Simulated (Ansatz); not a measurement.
# Decaying states in the gap of RbInH4, part 2 of 3

Aim: relax a made-up compound, RbInH4, and see how good a tunnel barrier it would be. It is built by putting In for B in the RbBH4 structure of space group F-43m, with the volume rescaled by atomic radii. The parent structure comes from the Materials Project.

Ansatz 0.2.0; PBE DFT, plane waves, PAW files (the session's first sound run).

So far, gap on path (eV): step 3 (the bulk crystal and its band edges) 4.40.

The structure was built from a prototype and need not be the compound's stable phase.

**4. Complex bands, plane (111)**

This step: PBE DFT, plane waves, PAW files; complex bands by layer matching along the plane's normal (Ansatz 0.2.0).

The same crystal is laid in a cell whose first two vectors span the (111) plane (indices of the standard conventional cell, whose axes can be ordered otherwise than in the bulk input). At fixed energy and wavevector in the plane the solver finds all kz, real and complex. A few wavevectors are listed, (0, 0), (0, -0.4271) and (0.5, 0) in units of the plane's reciprocal vectors; the slowest state needn't be among them.

Contents of input.yaml:

```yaml
crystal:
  lattice:
    - [5.669359213, 0.0, 0.0]
    - [2.834679607, 4.909809102, 0.0]
    - [0.0, 3.273206068, 4.629012413]
  atoms:
    - { symbol: Rb, position: [0.0, 0.0, 0.0] }
    - { symbol: In, position: [0.5, 0.0, 0.5] }
    - { symbol: H, position: [0.1167933928, 0.2554710715, 0.3722644643] }
    - { symbol: H, position: [0.6277355357, 0.7445289286, 0.8832066072] }
    - { symbol: H, position: [0.6277355357, 0.7445289286, 0.3722644643] }
    - { symbol: H, position: [0.6277355357, 0.2554710715, 0.3722644643] }
kpoints:
  mp_grid: { grid: [6, 6, 6] }
scf:
  occupations: { method: fixed }
hamiltonian:
  xc: pbe
output:
  eigenvalues: true
  transmission:
    leads: [[0, 0]]
    kpoints: [[0.0, 0.0], [0.0, -0.4271], [0.5, 0.0]]
    e_range: [-1.0, 5.4]
    de: 0.11
```

The run is started by

```bash
$ ansatz run input.yaml --threads 2 --pin off --max-ram 4096MiB --backend cpu --events-out ev --progress --plain --runs-dir out
```

Numbers of over 12 decimals in the logs are rounded to 6 here.

The program printed:

```text
[...]
Crystal: 6 atoms, lattice volume = 128.851 Å³
Basis set: ecut = 420 eV, 2565 PW (Γ)
Bands: 19, of which v1, the nominal top of the filled ones, is band 13 counted from 1 (12 counted from 0)
Symmetry: 24 space group operations
[...]
k-points: 16 of 216 (time reversal used)
[...]
SCF iter   1: F=—  HF=-8928.774298 eV  |F-HF|=—  |Δ(HF+E_count)|=         —  Δρ=1.81e-3  dr2=7.50e-3  ethr=1.77e-3  ⟨swp⟩=4.9  Hψ=1347  notcnv=0  defer=58
[...]
SCF iter   6: F=-8928.781117 eV  HF=-8928.781117 eV  |F-HF|=1.40e-8  |Δ(HF+E_count)|=   7.53e-8  Δρ=2.95e-6  dr2=1.13e-8  ethr=3.85e-10  ⟨swp⟩=10.2  Hψ=1725  notcnv=0
SCF 1 converged in 6 iterations: F = -8928.781117 eV  dr2 = 1.13e-8
[...]
transmission: 8 of 24 steps passed
transmission: 16 of 24 steps passed
transmission: 24 of 24 steps passed
SCF converged after 6 iterations
Free energy (F): -8928.781117 eV
[...]
Internal energy: -8928.781117 eV  (E = F + TS)
E sigma→0 (E₀):  -8928.781117 eV
Fermi energy:    0.164212 eV
[...]
--- Band table (eV; the first three rows and the last of 16) ---
  k-point 0: bands = [... 9 lower, -4.7304, 0.1642, 0.1642, 0.1642, 4.8605, 5.9109, 5.9109, 5.9109, ... 2 higher]
  k-point 1: bands = [... 9 lower, -4.6166, -0.2047, 0.1147, 0.1147, 5.1730, 5.6064, 6.0519, 6.0519, ... 2 higher]
  k-point 2: bands = [... 9 lower, -4.3566, -0.8662, 0.0198, 0.0198, 4.9838, 6.4621, 6.4621, 6.6248, ... 2 higher]
  k-point 15: bands = [... 9 lower, -4.1551, -1.1605, -0.1680, -0.1033, 5.0537, 6.1448, 6.9023, 7.8664, ... 2 higher]
--- Transmission ---
  basis      : 253 plane waves across, 8 finite elements along
  points     : 3, as listed
  energies   : 59 from -1.000000 to 5.380000 eV about the Fermi level, 0.110000 eV apart; the leads are filled to 2.202755 eV, and channels, transmission and decay are at 2.190000 eV
  crystal 0  : H4Rb1In1, at the sites [0, 0], period 4.6290 Å: whole cells are its period
    offset         : up to 0.0000 Å between an atom of the period and one for which it stands
    channels       : 0.000000e0 a spin
    conductance    : none, the energies end too early or step too widely for 300 K: set another output.transmission.e_range or a lower de, or, where they end at an eighth of basis.ecutwfc, a higher one
    slowest decay  : 0.3330 /Å at (0.0000, 0.0000)
```

Wall time 73 s (2 threads of Intel Xeon Platinum 8259CL at 2.50GHz (Skylake/Cascade Lake), shared host); peak memory 0.78 GiB; 1.7 min of CPU time.

Numbers from this step:

| Property | Result |
| --- | --- |
| level to which the leads are filled | 2.203 eV from the Fermi level |
| decay constant at the filling level, zone centre | 0.3330 Å⁻¹ |
| decay constant at the filling level, slowest listed point | 0.333 Å⁻¹ |

K parallel (0, 0); values up to 1.5 1/Å, a degenerate pair printed once or twice; energies at which all values exceed this have no row. The Im kz of the slowest decaying states by energy, zero at the highest filled level on the SCF mesh:

```
energy (eV)  decay 1 (Å⁻¹)  decay 2 (Å⁻¹)  decay 3 (Å⁻¹)  decay 4 (Å⁻¹)
      -1.00          0.688           1.03           1.19              -
      -0.67          0.570          0.999           1.16              -
      -0.34          0.358          0.971           1.13              -
      -0.01          0.943           1.10              -              -
       0.32          0.184          0.441          0.914           1.07
       0.54          0.229          0.521          0.894           1.05
       0.87          0.274          0.591          0.863           1.02
       1.20          0.302          0.633          0.831          0.985
       1.53          0.320          0.661          0.798          0.947
       1.86          0.330          0.681          0.763          0.906
       2.19          0.333          0.696          0.726          0.860
       2.52          0.330          0.688          0.713          0.804
       2.85          0.321          0.646          0.735           1.47
       3.18          0.305          0.601          0.708           1.45
       3.51          0.282          0.551          0.678           1.43
       3.84          0.250          0.495          0.643           1.40
       4.06          0.222          0.451          0.618           1.38
       4.39          0.161          0.370          0.575           1.36
       4.72          0.222          0.525           1.33              -
       5.05         0.0437          0.345          0.465           1.31
       5.38         0.0301          0.364          0.387           1.28
```

K parallel (0, -0.4271); values up to 1.5 1/Å, a degenerate pair printed once or twice; energies at which all values exceed this have no row. The Im kz of the slowest decaying states by energy, zero at the highest filled level on the SCF mesh:

```
energy (eV)  decay 1 (Å⁻¹)  decay 2 (Å⁻¹)  decay 3 (Å⁻¹)  decay 4 (Å⁻¹)
     -1.000          0.212          0.286          0.909          0.944
     -0.450          0.158          0.226          0.688          0.873
     -0.010          0.228          0.256          0.602          0.842
      0.540          0.363          0.389          0.802          0.806
      0.980          0.401          0.430          0.767          0.833
      1.530          0.420          0.451          0.720          0.832
      1.970          0.420          0.450          0.681          0.816
      2.520          0.406          0.432          0.628          0.786
      2.960          0.384          0.403          0.582          0.755
      3.510          0.342          0.343          0.519          0.709
      3.950          0.261          0.293          0.463          0.665
      4.500          0.189          0.386          0.601          0.829
      5.050          0.111          0.294          0.524          0.754
```

K parallel (0.5, 0); values up to 1.5 1/Å, a degenerate pair printed once or twice; energies at which all values exceed this have no row. Table of Im kz of the slowest decaying states by energy, zero at the highest filled level on the SCF mesh:

```
energy (eV)  decay 1 (Å⁻¹)  decay 2 (Å⁻¹)  decay 3 (Å⁻¹)  decay 4 (Å⁻¹)
     -1.000          0.259          0.905           1.09           1.32
     -0.450          0.195          0.867          0.915           1.29
     -0.010          0.232          0.257          0.660          0.834
      0.540          0.364          0.388          0.790          0.821
      0.980          0.402          0.430          0.753          0.844
      1.530          0.420          0.455          0.701          0.840
      1.970          0.420          0.460          0.655          0.825
      2.520          0.406          0.450          0.592          0.795
      2.960          0.384          0.429          0.536          0.765
      3.510          0.342          0.373          0.467          0.719
      3.950          0.283          0.292          0.417          0.676
      4.500          0.187          0.352          0.614          0.828
      5.050         0.0791          0.263          0.539          0.755
```

At the listed wavevectors the last open channel is at -0.01 eV and the next at +4.50 eV on the grid. At +2.19 eV, the grid energy nearest the filling level (the middle of the gap on the SCF mesh), the slowest state at the listed wavevectors decays with κ = 0.333 Å⁻¹, its amplitude falling by e over 3.0 Å. Through 1 nm of this crystal that state's transmission falls by exp(−2 × 0.333 Å⁻¹ × 10 Å) = 0.0013.

**5. Complex bands, plane (001)**

The same for the (001) plane, at (0, 0), (-0.4271, 0.4271) and (0.5, 0), to see how the decay depends on direction.

Contents of input.yaml:

```yaml
crystal:
  lattice:
    - [5.669359213, 0.0, 0.0]
    - [0.0, 5.669359213, 0.0]
    - [2.834679607, 2.834679607, 4.008842344]
  atoms:
    - { symbol: Rb, position: [0.0, 0.0, 0.0] }
    - { symbol: In, position: [0.5, 0.5, 0.0] }
    - { symbol: H, position: [0.6277355357, 0.8832066072, 0.7445289286] }
    - { symbol: H, position: [0.1167933928, 0.3722644643, 0.2554710715] }
    - { symbol: H, position: [0.6277355357, 0.3722644643, 0.7445289286] }
    - { symbol: H, position: [0.6277355357, 0.3722644643, 0.2554710715] }
kpoints:
  mp_grid: { grid: [6, 6, 6] }
scf:
  occupations: { method: fixed }
hamiltonian:
  xc: pbe
output:
  eigenvalues: true
  transmission:
    leads: [[0, 0]]
    kpoints: [[0.0, 0.0], [-0.4271, 0.4271], [0.5, 0.0]]
    e_range: [-1.0, 5.4]
    de: 0.11
```

The program printed:

```text
[...]
Crystal: 6 atoms, lattice volume = 128.851 Å³
Basis set: ecut = 420 eV, 2565 PW (Γ)
Bands: 19, of which v1, the nominal top of the filled ones, is band 13 counted from 1 (12 counted from 0)
Symmetry: 24 space group operations
[...]
k-points: 16 of 216 (time reversal used)
[...]
SCF iter   1: F=—  HF=-8928.774299 eV  |F-HF|=—  |Δ(HF+E_count)|=         —  Δρ=1.81e-3  dr2=7.54e-3  ethr=1.77e-3  ⟨swp⟩=4.9  Hψ=1345  notcnv=0  defer=57
[...]
SCF iter   6: F=-8928.781117 eV  HF=-8928.781117 eV  |F-HF|=1.45e-9  |Δ(HF+E_count)|=   1.65e-7  Δρ=4.37e-6  dr2=2.66e-8  ethr=3.85e-10  ⟨swp⟩=9.9  Hψ=1707  notcnv=0
SCF 1 converged in 6 iterations: F = -8928.781117 eV  dr2 = 2.66e-8
[...]
transmission: 6 of 18 steps passed
transmission: 12 of 18 steps passed
transmission: 18 of 18 steps passed
SCF converged after 6 iterations
Free energy (F): -8928.781117 eV
[...]
Internal energy: -8928.781117 eV  (E = F + TS)
E sigma→0 (E₀):  -8928.781117 eV
Fermi energy:    0.164239 eV
[...]
--- Band table (eV; the first three rows and the last of 16) ---
  k-point 0: bands = [... 9 lower, -4.7304, 0.1642, 0.1642, 0.1642, 4.8605, 5.9109, 5.9109, 5.9109, ... 2 higher]
  k-point 1: bands = [... 9 lower, -4.5858, -0.2893, 0.1003, 0.1003, 5.0989, 5.4432, 6.3874, 6.3874, ... 2 higher]
  k-point 2: bands = [... 9 lower, -4.3129, -0.9386, -0.0065, -0.0065, 4.6116, 6.0573, 7.5656, 7.5656, ... 2 higher]
  k-point 15: bands = [... 9 lower, -4.1584, -1.1485, -0.2048, -0.0765, 5.3760, 6.0579, 6.8682, 7.4703, ... 2 higher]
--- Transmission ---
  basis      : 285 plane waves across, 6 finite elements along
  points     : 3, as listed
[...]
crystal 0  : H4Rb1In1, at the sites [0, 0], period 4.0088 Å: whole cells are its period
[...]
channels       : 0.000000e0 a spin
[...]
slowest decay  : 0.3248 /Å at (0.0000, 0.0000)
```

Run time: 51 s. Hardware: 2 threads; peak memory 0.9 GiB; 1.7 min of CPU time.

Numbers from this step:

- gap on the k-mesh: 4.405 eV
- decay constant at the filling level, zone centre: 0.3248 Å⁻¹
- decay constant at the filling level, slowest listed point: 0.3248 Å⁻¹

K parallel (0, 0); values up to 1.5 1/Å, a degenerate pair printed once or twice; energies at which all values exceed this have no row. The Im kz of the slowest decaying states by energy, zero at the highest filled level on the SCF mesh:

```
energy (eV)  decay 1 (Å⁻¹)  decay 2 (Å⁻¹)  decay 3 (Å⁻¹)  decay 4 (Å⁻¹)
     -1.000          0.588          0.818           1.10              -
     -0.450          0.627          0.639          0.692           1.03
     -0.010          0.653          0.857          0.953           1.48
      0.540          0.227          0.490          0.699          0.837
      0.980          0.279          0.552          0.735          0.905
      1.530          0.312          0.577          0.688          0.904
      1.970          0.323          0.577          0.644          0.897
      2.520          0.322          0.561          0.581          0.881
      2.960          0.310          0.521          0.538          0.863
      3.510          0.280          0.429          0.499          0.837
      3.950          0.237          0.328          0.458          0.811
      4.500          0.132          0.189          0.392          0.729
      5.050          0.213          0.300          0.632          0.731
```

K parallel (-0.4271, 0.4271); values up to 1.5 1/Å, a degenerate pair printed once or twice; energies at which all values exceed this have no row. The Im kz of the slowest decaying states by energy, zero at the highest filled level on the SCF mesh:

```
energy (eV)  decay 1 (Å⁻¹)  decay 2 (Å⁻¹)  decay 3 (Å⁻¹)  decay 4 (Å⁻¹)
      -1.00            0.4          0.409           1.04           1.07
      -0.78          0.355          0.394           1.05           1.09
      -0.45          0.171          0.310           1.07           1.10
      -0.23         0.0041           1.07           1.11           1.42
      -0.01          0.239          0.294          0.320           1.08
       0.32          0.333          0.385          0.416           1.08
       0.54          0.366          0.416          0.445           1.09
       0.76          0.389          0.435          0.462           1.09
       1.09          0.412          0.452          0.474           1.09
       1.31          0.423          0.458          0.475           1.08
       1.53          0.430          0.461          0.473           1.08
       1.86          0.436          0.459          0.465           1.08
       2.08          0.436          0.455          0.457           1.08
       2.30          0.431          0.449          0.449           1.08
       2.52          0.419          0.441          0.443           1.08
       2.85          0.393          0.424          0.436           1.08
       3.07          0.370          0.410          0.430           1.06
       3.29          0.344          0.394          0.422           1.05
       3.62          0.295          0.348          0.380          0.408
       3.84          0.254          0.297          0.381          0.396
       4.06          0.202          0.243          0.373          0.382
       4.39         0.0363          0.127          0.353          0.356
       4.61          0.334          0.335          0.913          0.988
       4.83          0.308          0.311          0.886          0.960
       5.16          0.256          0.263          0.843          0.911
       5.38         0.0719          0.206          0.214          0.812
```

K parallel (0.5, 0); values up to 1.5 1/Å, a degenerate pair printed once or twice; energies at which all values exceed this have no row. The Im kz of the slowest decaying states by energy, zero at the highest filled level on the SCF mesh:

```
energy (eV)  decay 1 (Å⁻¹)  decay 2 (Å⁻¹)  decay 3 (Å⁻¹)  decay 4 (Å⁻¹)
      -1.00          0.182          0.792          0.844           1.41
      -0.67          0.235          0.709          0.807           1.38
      -0.34          0.108          0.547          0.766           1.34
      -0.01          0.305          0.545          0.717           1.30
       0.32          0.501          0.638          0.656           1.26
       0.54          0.590          0.687           1.23              -
       0.87          0.610          0.712           1.18              -
       1.20          0.623          0.722           1.13              -
       1.53          0.631          0.724           1.08              -
       1.86          0.637          0.721           1.02              -
       2.19          0.642          0.712          0.957              -
       2.52          0.647          0.700          0.883           1.49
       2.85          0.650          0.684          0.801           1.46
       3.18          0.578          0.665          0.713          0.727
       3.51          0.491          0.643          0.666          0.767
       3.84          0.417          0.614          0.617          0.784
       4.06          0.364          0.582          0.597          0.786
       4.39          0.270          0.532          0.565          0.780
       4.72          0.106          0.481          0.527          0.766
       5.05          0.423          0.483          0.745           1.22
       5.38         0.0992          0.356          0.430          0.719
```

At the listed wavevectors the last open channel is at -0.01 eV and the next at +4.50 eV on the grid. At +2.19 eV, the grid energy nearest the filling level (the middle of the gap on the SCF mesh), the slowest state at the listed wavevectors decays with κ = 0.325 Å⁻¹, its amplitude falling by e over 3.1 Å; the first such run, plane (111), gave 0.333 Å⁻¹.

[end of part 2 of 3]

[Logs are printed without paths, hosts, clocks, repeated set-up lines and the standing remarks that a program may print on its own settings, such as how far it seeks lower states.]

[Hosts, paths, dates, database ids (printed as entryN), source tags and the programs' standing remarks are cut or masked in the printed files.]
